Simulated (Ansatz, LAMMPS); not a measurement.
**Amorphous carbon (174 atoms) under strain**

How stiff is amorphous carbon (174 atoms)?

Main program and level: Ansatz 0.2.0; Kohn-Sham DFT, PBE, PAW (set soft_2), plane waves.

## Step 1: Set-up

The cell holds 174 atoms: 174 C. Cell: a = 11.515 Å, b = 11.515 Å, c = 11.515 Å, α = 90.0°, β = 90.0°, γ = 90.0°. 174 atoms (174 C) placed at random at 2.27 g/cm³, melted at 5500 K for 10 ps at fixed volume with the Tersoff potential (Tersoff, Phys. Rev. B 39, 5566 (1989)). Quenched from 5500 K to 100 K at 120 K/ps and fixed volume, held 5 ps.

What the set-up can't give: The quench rate of 120 K/ps is many orders above laboratory rates, so the cell is likely richer in defects and strain than a real sample. The network of bonds at the start is that of the classical potential that made the cell, and needn't be the one that DFT or experiment would give. Only the Γ point is sampled.

## Step 2: Single point at the start

A single point comes first, to see the forces before anything moves.

Input file input.yaml:

```yaml
crystal:
  lattice:
    - [11.5149, 0.0, 0.0]
    - [0.0, 11.5149, 0.0]
    - [0.0, 0.0, 11.5149]
  atoms:
    - { symbol: C, position: [0.03825, 0.2873, 0.35423] }
    - { symbol: C, position: [0.77228, 0.37355, 0.91708] }
    - { symbol: C, position: [0.18568, 0.97154, 0.70795] }
    - { symbol: C, position: [0.51714, 0.11799, 0.1588] }
    - { symbol: C, position: [0.23988, 0.2574, 0.46292] }
    - { symbol: C, position: [0.31313, 0.74076, 0.5331] }
    - { symbol: C, position: [0.70695, 0.29265, 0.38454] }
    - { symbol: C, position: [0.862, 0.30088, 0.73865] }
    - { symbol: C, position: [0.5802, 0.52504, 0.48449] }
    - { symbol: C, position: [0.24346, 0.38803, 0.01488] }
    - { symbol: C, position: [0.71734, 0.83466, 0.14802] }
    - { symbol: C, position: [0.13667, 0.93402, 0.96761] }
    - { symbol: C, position: [0.1287, 0.18466, 0.18738] }
    - { symbol: C, position: [0.05286, 0.64746, 0.21573] }
    - { symbol: C, position: [0.95299, 0.44817, 0.09704] }
    - { symbol: C, position: [0.4499, 0.51894, 0.72518] }
    - { symbol: C, position: [0.49197, 0.24038, 0.62866] }
    - { symbol: C, position: [0.9161, 0.85733, 0.783] }
    - { symbol: C, position: [0.00395, 0.11814, 0.95227] }
    - { symbol: C, position: [0.35916, 0.63058, 0.46299] }
    - { symbol: C, position: [0.79296, 0.5938, 0.39255] }
    - { symbol: C, position: [0.6379, 0.56424, 0.18086] }
    - { symbol: C, position: [0.65594, 0.00038, 0.53751] }
    - { symbol: C, position: [0.3983, 0.32682, 0.60376] }
    - { symbol: C, position: [0.46642, 0.64919, 0.73765] }
    - { symbol: C, position: [0.78882, 0.01768, 0.84031] }
    - { symbol: C, position: [0.41817, 0.46435, 0.61266] }
    - { symbol: C, position: [0.28267, 0.93599, 0.79459] }
    - { symbol: C, position: [0.12334, 0.07983, 0.25056] }
    - { symbol: C, position: [0.11779, 0.58375, 0.31106] }
    - { symbol: C, position: [0.94476, 0.76471, 0.3893] }
    - { symbol: C, position: [0.28131, 0.27647, 0.58258] }
    [... 136 atom lines left out ...]
    - { symbol: C, position: [0.97209, 0.66405, 0.83774] }
    - { symbol: C, position: [0.83525, 0.57311, 0.26825] }
    - { symbol: C, position: [0.88137, 0.13975, 0.99742] }
    - { symbol: C, position: [0.17613, 0.0782, 0.36865] }
    - { symbol: C, position: [0.81414, 0.89521, 0.84867] }
    - { symbol: C, position: [0.19888, 0.73934, 0.60118] }
kpoints:
  mp_grid: { grid: [1, 1, 1] }
hamiltonian:
  xc: pbe
scf:
  occupations: { method: gaussian, width: 0.05 }
output:
  forces: true
```

Command:

```console
ansatz run input.yaml --threads 4 --pin off --max-ram 8192MiB --backend cpu --events-out ev --progress --plain --runs-dir out
```

The program printed:

```text
Engine: ansatz 0.2.0, aarch64-unknown-linux-gnu
Pseudopotentials: kind: paw
Pseudopotential: C, paw, valence charge 4, recommended cutoff 420 eV (normal), C.paw.azcp
Functional definition: PBE
  parameter kappa = 0.804
  parameter beta = 0.066725
  exchange = pbe_x(kappa = kappa, mu = beta*pi^2/3)
  correlation = pbe_c(beta = beta)
Crystal: 174 atoms, lattice volume = 1526.794 Å³
Basis set: ecut = 420 eV, 29855 PW (Γ), exchange–correlation on 160×160×160 points (8 copies of the dense FFT grid, shifted against one another)
Bands: 522, of which v1, the nominal top of the filled ones, is band 348 counted from 1 (347 counted from 0)
Symmetry: 1 space group operations
Space group: P1 (ITA 1), of the structure as read, at distance tolerance 1.2e-4 Å
k-points: 1
Non-local potential: C, projectors of the file, l = 0: 2, l = 1: 2, l = 2: 1
PAW form: soft (Blöchl's): semilocal exchange-correlation on the pseudo side does not see the compensation charge
PAW one-centre angular grid: C, 110 points (default); XC on 64 Gauss nodes
Initial density: superposition of atomic densities (neutral atoms: chi_scale 0, normalization atom), corrected by the library's trained network
Initial wavefunctions: pseudopotential atomic-orbital guess
Functional: x = pbe(κ = 0.804, μ = 0.219515), c = pbe(β = 0.066725)
SCF iter   1: F=—  HF=-43476.751182 eV  |F-HF|=—  |Δ(HF+E_count)|=         —  Δρ=1.61e-2  dr2=8.48e0  ethr=1.77e-3  ⟨swp⟩=5.0  Hψ=2108  notcnv=0  defer=130
preconditioner: auto → LDOS  [metal: Δε(μ)=0.019 eV  Ē_g=13.517 eV  σ=0.050 eV  W_gap=0.21  n_scr=364 (ndim 8)  ℏωp=25.1 eV  f_vac=0.029  D(μ)=63.47/eV (n_scr^D=514)  β→1.0]
SCF iter   2: F=—  HF=-43475.970634 eV  |F-HF|=—  |Δ(HF+E_count)|=   7.81e-1  Δρ=7.30e-3  dr2=1.13e0  ethr=1.22e-3  ⟨swp⟩=3.0  Hψ=819  notcnv=0  defer=159
SCF iter   3: F=—  HF=-43475.849299 eV  |F-HF|=—  |Δ(HF+E_count)|=   1.21e-1  Δρ=3.00e-3  dr2=2.83e-1  ethr=1.62e-4  ⟨swp⟩=2.0  Hψ=635  notcnv=0  defer=159
SCF iter   4: F=—  HF=-43475.825865 eV  |F-HF|=—  |Δ(HF+E_count)|=   2.34e-2  Δρ=1.37e-3  dr2=6.11e-2  ethr=4.07e-5  ⟨swp⟩=2.0  Hψ=438  notcnv=0  defer=159
SCF iter   5: F=—  HF=-43475.820924 eV  |F-HF|=—  |Δ(HF+E_count)|=   4.94e-3  Δρ=6.50e-4  dr2=1.17e-2  ethr=8.78e-6  ⟨swp⟩=2.0  Hψ=416  notcnv=0  defer=159
SCF iter   6: F=—  HF=-43475.819900 eV  |F-HF|=—  |Δ(HF+E_count)|=   1.02e-3  Δρ=2.86e-4  dr2=2.22e-3  ethr=1.68e-6  ⟨swp⟩=2.0  Hψ=598  notcnv=0  defer=159
SCF iter   7: F=—  HF=-43475.819713 eV  |F-HF|=—  |Δ(HF+E_count)|=   1.86e-4  Δρ=1.27e-4  dr2=3.93e-4  ethr=3.19e-7  ⟨swp⟩=2.0  Hψ=603  notcnv=0  defer=159
SCF iter   8: F=—  HF=-43475.819712 eV  |F-HF|=—  |Δ(HF+E_count)|=   1.51e-6  Δρ=6.04e-5  dr2=9.64e-5  ethr=5.65e-8  ⟨swp⟩=3.0  Hψ=701  notcnv=0  defer=159
SCF iter   9: F=—  HF=-43475.820099 eV  |F-HF|=—  |Δ(HF+E_count)|=   3.87e-4  Δρ=3.35e-5  dr2=3.03e-5  ethr=1.38e-8  ⟨swp⟩=1.0  Hψ=522  notcnv=0  defer=159
SCF iter  10: F=—  HF=-43475.820097 eV  |F-HF|=—  |Δ(HF+E_count)|=   2.17e-6  Δρ=1.70e-5  dr2=8.32e-6  ethr=4.35e-9  ⟨swp⟩=2.0  Hψ=601  notcnv=0  defer=159
SCF iter  11: F=—  HF=-43475.820096 eV  |F-HF|=—  |Δ(HF+E_count)|=   5.09e-7  Δρ=8.41e-6  dr2=1.78e-6  ethr=1.19e-9  ⟨swp⟩=2.0  Hψ=602  notcnv=0  defer=159
SCF iter  12: F=—  HF=-43475.820096 eV  |F-HF|=—  |Δ(HF+E_count)|=   1.11e-7  Δρ=4.49e-6  dr2=4.82e-7  ethr=2.55e-10  ⟨swp⟩=2.0  Hψ=657  notcnv=0  defer=159
SCF iter  13: F=—  HF=-43475.820096 eV  |F-HF|=—  |Δ(HF+E_count)|=   2.51e-8  Δρ=2.66e-6  dr2=1.70e-7  ethr=6.92e-11  ⟨swp⟩=2.0  Hψ=409  notcnv=0  defer=159
SCF iter  14: F=-43475.820096 eV  HF=-43475.820096 eV  |F-HF|=5.23e-8  |Δ(HF+E_count)|=   1.16e-8  Δρ=1.56e-6  dr2=6.42e-8  ethr=1.44e-11  ⟨swp⟩=3.0  Hψ=1170  notcnv=0
SCF 1 converged in 14 iterations: F = -43475.820096 eV  dr2 = 6.42e-8
  greatest PAW one-centre occupation: 0.695 electrons in one spin orbital (limit 2), on the C atom at site 40 (counted from 0), in its partial waves of l = 0
SCF converged after 14 iterations
Free energy (F): -43475.820096 eV
Harris-Foulkes:  -43475.820096 eV  (|F-HF|=5.23e-8)
Internal energy: -43475.724763 eV  (E = F + TS)
E sigma→0 (E₀):  -43475.772430 eV
Entropy (-TS):   -0.095333 eV (-0.548 meV/atom)
Fermi energy:    7.039198 eV
--- Per-component energies (eV) ---
  E_band       = -929.720090
  E_kinetic    = 15196.122602
  E_local      = -24456.041999  (includes V_loc(G=0)·N_el)
  E_nonlocal   = 4633.353688
  E_hartree    = 7450.119524
  E_xc         = -8177.168169
  E_vxc        = -10117.783264  (∫ρ·V_xc dr)
  E_paw        = -17206.586367  (= ΣΔE_a)
  E_vpaw       = -1085.613550  (= ΣTr[D̂ρ^β])
  E_aug_tail   = 0.001217  (compensation charges beyond the density's cutoff)
  E_ewald      = -20915.525259
  E_smearing   = -0.095333  (= −TS)
  E_closure    = -0.000000  (closes the sum)
  Σ components = -43475.820096   (vs F -43475.820096, Δ=0.00e0)
--- Forces (eV/Å), atoms counted from 1 ---
  atom   1  C      1.24296441     0.72602026     1.56860040
  atom   2  C      1.35478200    -1.33555056    -1.43040212
  atom   3  C      0.92324935    -0.04905937     0.12219768
  atom   4  C     -2.33950580     0.86954947    -1.87959577
  atom   5  C     -2.12696413     2.41153969    -0.98972440
  atom   6  C     -1.24149527     0.20238711    -1.64855705
  atom   7  C      0.03291475    -0.46087517    -0.25207638
  atom   8  C     -1.99727831    -0.28505406     1.50782158
  atom   9  C     -0.77908319     1.31442060    -2.29580397
  atom  10  C      0.43381145    -0.16835468     1.47882735
  atom  11  C     -1.23610398    -1.75026234     1.57025426
  atom  12  C      0.40978827    -0.21719006    -0.25250277
  atom  13  C      0.50023416    -0.77370414    -2.25057142
  atom  14  C     -0.59741652    -0.87446683     0.08599861
[...]
atom 173  C     -2.18201163    -0.87653187     1.01533128
  atom 174  C      1.14685668    -1.16301324    -0.30926615
  max |Σ_I F_I| component: 4.92e-5 eV/Å
```

Run time: 25 s. Hardware: 4 threads of Arm Neoverse V2, shared host; peak memory 2.2 GiB.

Reading the cycles: dr2 is the Hartree energy of the density residual (eV), the measure of convergence; HF is the Harris–Foulkes estimate of the energy, which meets the free energy F at convergence.

The r.m.s. force at the start is 1.4 eV/Å.

## Step 3: Cell and atoms relaxed

Cell and atoms are freed together, to release stress as well as forces.

Input file input.yaml:

```yaml
crystal:
  lattice:
    - [11.5149, 0.0, 0.0]
    - [0.0, 11.5149, 0.0]
    - [0.0, 0.0, 11.5149]
  atoms:
    [... the 174 atom lines of step 2 ...]
kpoints:
  mp_grid: { grid: [1, 1, 1] }
hamiltonian:
  xc: pbe
scf:
  occupations: { method: gaussian, width: 0.05 }
output:
  forces: true
relax:
  f_tol: 0.05
  max_steps: 150
  cell: {}
```

The program printed:

```text
[...]
Crystal: 174 atoms, lattice volume = 1526.794 Å³
Basis set: ecut = 420 eV, 29855 PW (Γ), exchange–correlation on 160×160×160 points (8 copies of the dense FFT grid, shifted against one another)
Bands: 522, of which v1, the nominal top of the filled ones, is band 348 counted from 1 (347 counted from 0)
Symmetry: 1 space group operations
[...]
k-points: 1
[...]
SCF iter   1: F=—  HF=-43476.751182 eV  |F-HF|=—  |Δ(HF+E_count)|=         —  Δρ=1.61e-2  dr2=8.48e0  ethr=1.77e-3  ⟨swp⟩=5.0  Hψ=2108  notcnv=0  defer=130
[...]
SCF iter  13: F=—  HF=-43475.820096 eV  |F-HF|=—  |Δ(HF+E_count)|=   2.51e-8  Δρ=2.66e-6  dr2=1.70e-7  ethr=6.91e-11  ⟨swp⟩=2.0  Hψ=409  notcnv=0  defer=159
SCF iter  14: F=-43475.820096 eV  HF=-43475.820096 eV  |F-HF|=5.21e-8  |Δ(HF+E_count)|=   1.16e-8  Δρ=1.56e-6  dr2=6.41e-8  ethr=1.44e-11  ⟨swp⟩=3.0  Hψ=1170  notcnv=0
SCF 1 converged in 14 iterations: F = -43475.820096 eV  dr2 = 6.41e-8
[...]
relax step   1: F+E_penalty+E_count = -43475.82009601 eV  Δ(F+E_penalty+E_count) = +0.000e0 eV  max|allowed force component| = 5.008e0 eV/Å  Δτ_max = 0.0000 Å  P = -21.116 GPa  Ω = 1526.794 Å³  (14 SCF iters, dr2 threshold 1.00e-7 eV, accepted)
[... from here on, the SCF cycles and remarks between the steps are left out ...]
relax step   2: F+E_penalty+E_count = -43498.90671275 eV  Δ(F+E_penalty+E_count) = -2.309e1 eV  max|allowed force component| = 3.358e0 eV/Å  Δτ_max = 0.1948 Å  P = -9.249 GPa  Ω = 1443.077 Å³  energy of the carried Pulay correction = +3.171e-1 eV  (9 SCF iters, dr2 threshold 1.74e-5 eV, accepted)
relax step   3: F+E_penalty+E_count = -43507.53948232 eV  Δ(F+E_penalty+E_count) = -8.633e0 eV  max|allowed force component| = 2.611e0 eV/Å  Δτ_max = 0.1950 Å  P = +3.624 GPa  Ω = 1379.689 Å³  energy of the carried Pulay correction = +5.693e-1 eV  (9 SCF iters, dr2 threshold 1.74e-5 eV, accepted)
relax step   4: F+E_penalty+E_count = -43509.94093865 eV  Δ(F+E_penalty+E_count) = -2.401e0 eV  max|allowed force component| = 2.158e0 eV/Å  Δτ_max = 0.1369 Å  P = +1.715 GPa  Ω = 1388.101 Å³  energy of the carried Pulay correction = +5.352e-1 eV  (8 SCF iters, dr2 threshold 1.74e-5 eV, accepted)
relax step   5: F+E_penalty+E_count = -43511.02595249 eV  Δ(F+E_penalty+E_count) = -1.085e0 eV  max|allowed force component| = 4.210e0 eV/Å  Δτ_max = 0.1989 Å  P = +0.251 GPa  Ω = 1394.988 Å³  energy of the carried Pulay correction = +5.074e-1 eV  (9 SCF iters, dr2 threshold 1.74e-5 eV, accepted)
relax step   6: F+E_penalty+E_count = -43511.81905133 eV  Δ(F+E_penalty+E_count) = -7.931e-1 eV  max|allowed force component| = 1.455e0 eV/Å  Δτ_max = 0.0837 Å  P = -1.543 GPa  Ω = 1402.473 Å³  energy of the carried Pulay correction = +4.774e-1 eV  (8 SCF iters, dr2 threshold 1.74e-5 eV, accepted)
relax step   7: F+E_penalty+E_count = -43512.76837888 eV  Δ(F+E_penalty+E_count) = -9.493e-1 eV  max|allowed force component| = 4.659e0 eV/Å  Δτ_max = 0.2000 Å  P = -0.674 GPa  Ω = 1399.486 Å³  energy of the carried Pulay correction = +4.893e-1 eV  (9 SCF iters, dr2 threshold 1.74e-5 eV, accepted)
relax step   8: F+E_penalty+E_count = -43513.15934705 eV  Δ(F+E_penalty+E_count) = -3.910e-1 eV  max|allowed force component| = 2.419e0 eV/Å  Δτ_max = 0.1228 Å  P = +1.306 GPa  Ω = 1390.366 Å³  energy of the carried Pulay correction = +5.260e-1 eV  (8 SCF iters, dr2 threshold 1.74e-5 eV, accepted)
relax step   9: F+E_penalty+E_count = -43514.28277154 eV  Δ(F+E_penalty+E_count) = -1.123e0 eV  max|allowed force component| = 1.617e0 eV/Å  Δτ_max = 0.2000 Å  P = +0.766 GPa  Ω = 1391.160 Å³  energy of the carried Pulay correction = +5.228e-1 eV  (8 SCF iters, dr2 threshold 1.74e-5 eV, accepted)
relax step  10: F+E_penalty+E_count = -43515.10694919 eV  Δ(F+E_penalty+E_count) = -8.242e-1 eV  max|allowed force component| = 1.085e0 eV/Å  Δτ_max = 0.1949 Å  P = -0.774 GPa  Ω = 1398.837 Å³  energy of the carried Pulay correction = +4.920e-1 eV  (7 SCF iters, dr2 threshold 1.74e-5 eV, accepted)
relax step  11: F+E_penalty+E_count = -43515.61115537 eV  Δ(F+E_penalty+E_count) = -5.042e-1 eV  max|allowed force component| = 3.208e0 eV/Å  Δτ_max = 0.1942 Å  P = +0.082 GPa  Ω = 1395.894 Å³  energy of the carried Pulay correction = +5.038e-1 eV  (7 SCF iters, dr2 threshold 1.74e-5 eV, accepted)
relax step  12: F+E_penalty+E_count = -43516.04786245 eV  Δ(F+E_penalty+E_count) = -4.367e-1 eV  max|allowed force component| = 8.550e-1 eV/Å  Δτ_max = 0.0598 Å  P = -0.669 GPa  Ω = 1399.926 Å³  energy of the carried Pulay correction = +4.876e-1 eV  (7 SCF iters, dr2 threshold 1.74e-5 eV, accepted)
relax step  13: F+E_penalty+E_count = -43516.36825222 eV  Δ(F+E_penalty+E_count) = -3.204e-1 eV  max|allowed force component| = 8.644e-1 eV/Å  Δτ_max = 0.0883 Å  P = +0.073 GPa  Ω = 1396.138 Å³  energy of the carried Pulay correction = +5.028e-1 eV  (7 SCF iters, dr2 threshold 1.74e-5 eV, accepted)
[...]
relax step  23: F+E_penalty+E_count = -43516.87776849 eV  Δ(F+E_penalty+E_count) = -6.237e-2 eV  max|allowed force component| = 7.422e-1 eV/Å  Δτ_max = 0.0477 Å  P = -0.054 GPa  Ω = 1391.902 Å³  energy of the carried Pulay correction = +5.199e-1 eV  (6 SCF iters, dr2 threshold 1.74e-5 eV, accepted)
relax step  24: F+E_penalty+E_count = -43516.91751832 eV  Δ(F+E_penalty+E_count) = -3.975e-2 eV  max|allowed force component| = 1.231e0 eV/Å  Δτ_max = 0.1543 Å  P = +0.207 GPa  Ω = 1389.721 Å³  energy of the carried Pulay correction = +5.287e-1 eV  (6 SCF iters, dr2 threshold 1.74e-5 eV, accepted)
relax step  25: F+E_penalty+E_count = -43516.98805612 eV  Δ(F+E_penalty+E_count) = -7.054e-2 eV  max|allowed force component| = 1.197e0 eV/Å  Δτ_max = 0.1658 Å  P = -0.182 GPa  Ω = 1393.176 Å³  energy of the carried Pulay correction = +5.147e-1 eV  (6 SCF iters, dr2 threshold 1.74e-5 eV, accepted)
[...]
relax step  34: F+E_penalty+E_count = -43516.24033242 eV  Δ(F+E_penalty+E_count) = +1.412e0 eV  max|allowed force component| = 3.734e0 eV/Å  Δτ_max = 0.2000 Å  P = +0.586 GPa  Ω = 1393.957 Å³  energy of the carried Pulay correction = +5.116e-1 eV  (8 SCF iters, dr2 threshold 1.29e-5 eV, rejected (line search))
relax step  35: F+E_penalty+E_count = -43517.69706465 eV  Δ(F+E_penalty+E_count) = -4.424e-2 eV  max|allowed force component| = 2.259e-1 eV/Å  Δτ_max = 0.0234 Å  P = -0.069 GPa  Ω = 1393.931 Å³  energy of the carried Pulay correction = +5.117e-1 eV  (14 SCF iters, accepted)
[...]
relax step  37: F+E_penalty+E_count = -43517.72365125 eV  Δ(F+E_penalty+E_count) = -1.796e-2 eV  max|allowed force component| = 1.850e-1 eV/Å  Δτ_max = 0.0289 Å  P = +0.040 GPa  Ω = 1393.658 Å³  energy of the carried Pulay correction = +5.128e-1 eV  (5 SCF iters, dr2 threshold 1.74e-5 eV, accepted)
relax step  38: F+E_penalty+E_count = -43517.72735520 eV  Δ(F+E_penalty+E_count) = -3.704e-3 eV  max|allowed force component| = 2.069e-1 eV/Å  Δτ_max = 0.0076 Å  P = -0.069 GPa  Ω = 1394.143 Å³  energy of the carried Pulay correction = +5.108e-1 eV  (6 SCF iters, dr2 threshold 2.14e-6 eV, accepted)
relax step  39: F+E_penalty+E_count = -43517.73350715 eV  Δ(F+E_penalty+E_count) = -6.152e-3 eV  max|allowed force component| = 1.273e-1 eV/Å  Δτ_max = 0.0135 Å  P = -0.013 GPa  Ω = 1393.893 Å³  energy of the carried Pulay correction = +5.118e-1 eV  (6 SCF iters, dr2 threshold 2.68e-6 eV, accepted)
relax step  40: F+E_penalty+E_count = -43517.73525173 eV  Δ(F+E_penalty+E_count) = -1.745e-3 eV  max|allowed force component| = 9.823e-2 eV/Å  Δτ_max = 0.0140 Å  P = -0.007 GPa  Ω = 1393.911 Å³  energy of the carried Pulay correction = +5.118e-1 eV  (6 SCF iters, dr2 threshold 1.01e-6 eV, accepted)
relax step  41: F+E_penalty+E_count = -43517.73626320 eV  Δ(F+E_penalty+E_count) = -1.011e-3 eV  max|allowed force component| = 6.670e-2 eV/Å  Δτ_max = 0.0098 Å  P = +0.007 GPa  Ω = 1393.862 Å³  energy of the carried Pulay correction = +5.120e-1 eV  (6 SCF iters, dr2 threshold 6.03e-7 eV, accepted)
relax step  42: F+E_penalty+E_count = -43517.73671101 eV  Δ(F+E_penalty+E_count) = -4.478e-4 eV  max|allowed force component| = 3.623e-2 eV/Å  Δτ_max = 0.0075 Å  P = +0.012 GPa  Ω = 1393.860 Å³  energy of the carried Pulay correction = +5.120e-1 eV  (6 SCF iters, dr2 threshold 2.78e-7 eV, accepted)
relax step  43: F+E_penalty+E_count = -43517.40793962 eV  Δ(F+E_penalty+E_count) = +3.288e-1 eV  max|allowed force component| = 3.486e-2 eV/Å  Δτ_max = 0.0000 Å  P = -0.386 GPa  Ω = 1393.860 Å³  stress off target by 4.22e-1 GPa  SCF on the basis re-selected at this cell (its energy is not comparable with the rows above)  (7 SCF iters)
relax step  44: F+E_penalty+E_count = -43517.42392335 eV  Δ(F+E_penalty+E_count) = -1.598e-2 eV  max|allowed force component| = 4.795e-2 eV/Å  Δτ_max = 0.0043 Å  P = +0.206 GPa  Ω = 1390.337 Å³  energy of the carried Pulay correction = +1.387e-2 eV  (6 SCF iters, dr2 threshold 4.46e-7 eV, accepted)
relax step  45: F+E_penalty+E_count = -43517.42071805 eV  Δ(F+E_penalty+E_count) = +3.205e-3 eV  max|allowed force component| = 1.119e-2 eV/Å  Δτ_max = 0.0025 Å  P = +0.020 GPa  Ω = 1391.406 Å³  energy of the carried Pulay correction = +9.671e-3 eV  (6 SCF iters, dr2 threshold 1.48e-7 eV, accepted)
relax step  46: F+E_penalty+E_count = -43517.41164823 eV  Δ(F+E_penalty+E_count) = +9.070e-3 eV  max|allowed force component| = 1.111e-2 eV/Å  Δτ_max = 0.0000 Å  P = +0.013 GPa  Ω = 1391.406 Å³  stress off target by 2.91e-2 GPa  SCF on the basis re-selected at this cell (its energy is not comparable with the rows above)  (5 SCF iters)
[...]
SCF converged after 5 iterations
Free energy (F): -43517.411648 eV
[...]
Internal energy: -43517.407351 eV  (E = F + TS)
E sigma→0 (E₀):  -43517.409500 eV
Entropy (-TS):   -0.004297 eV (-0.025 meV/atom)
Fermi energy:    8.282080 eV
[...]
Σ components = -43517.411648   (vs F -43517.411648, Δ=0.00e0)
--- Forces (eV/Å), atoms counted from 1 ---
  atom   1  C     -0.00072239     0.00056870     0.00395038
  atom   2  C      0.00116008    -0.00005706    -0.00280333
  atom   3  C     -0.00072226     0.00056420    -0.00308442
  atom   4  C     -0.00297803    -0.00105922     0.00557819
[...]
atom 174  C      0.00056394     0.00003796     0.00171525
  max |Σ_I F_I| component: 2.08e-5 eV/Å
--- Stress (GPa, compression-positive) ---
        0.017790      -0.002345      -0.006622
       -0.002345       0.006710       0.013335
       -0.006621       0.013335       0.015322
  P = ⅓ Tr σ = 0.0133 GPa (0.133 kbar)
--- Relaxed structure (44 steps of the walk, 43 accepted, 2 SCFs on fresh bases) ---
  F+E_penalty+E_count = -43517.41164823 eV   max|allowed force component| = 1.111e-2 eV/Å   (the final SCF, on the basis selected at the relaxed cell)
  cell:  # Å, volume = 1391.4064 Å³
    - [11.158817, 0.037260, -0.048644]
    - [0.037260, 11.176444, 0.080412]
    - [-0.048644, 0.080412, 11.157525]
  atoms:
    - { symbol: C, position: [0.043546, 0.306413, 0.359296] }
    - { symbol: C, position: [0.775220, 0.353011, 0.942851] }
    - { symbol: C, position: [0.200821, 0.968396, 0.694323] }
    - { symbol: C, position: [0.517618, 0.096299, 0.131407] }
[...]
- { symbol: C, position: [0.203719, 0.736872, 0.600144] }
```

The job ended after 14 min (4 threads; peak memory 2.3 GiB; 52 min of CPU time).

The relaxation converged after 44 steps, with a largest force component of 0.011 eV/Å.

[end of part 1 of 3]

[Long decimals in the printed logs are rounded to 6 places.]

[Logs are printed without paths, hosts, clocks, repeated set-up lines and the standing remarks that a program may print on its own settings, such as how far it seeks lower states.]

[Hosts, paths, dates, database ids (printed as entryN), source tags and the programs' standing remarks are cut or masked in the printed files.]
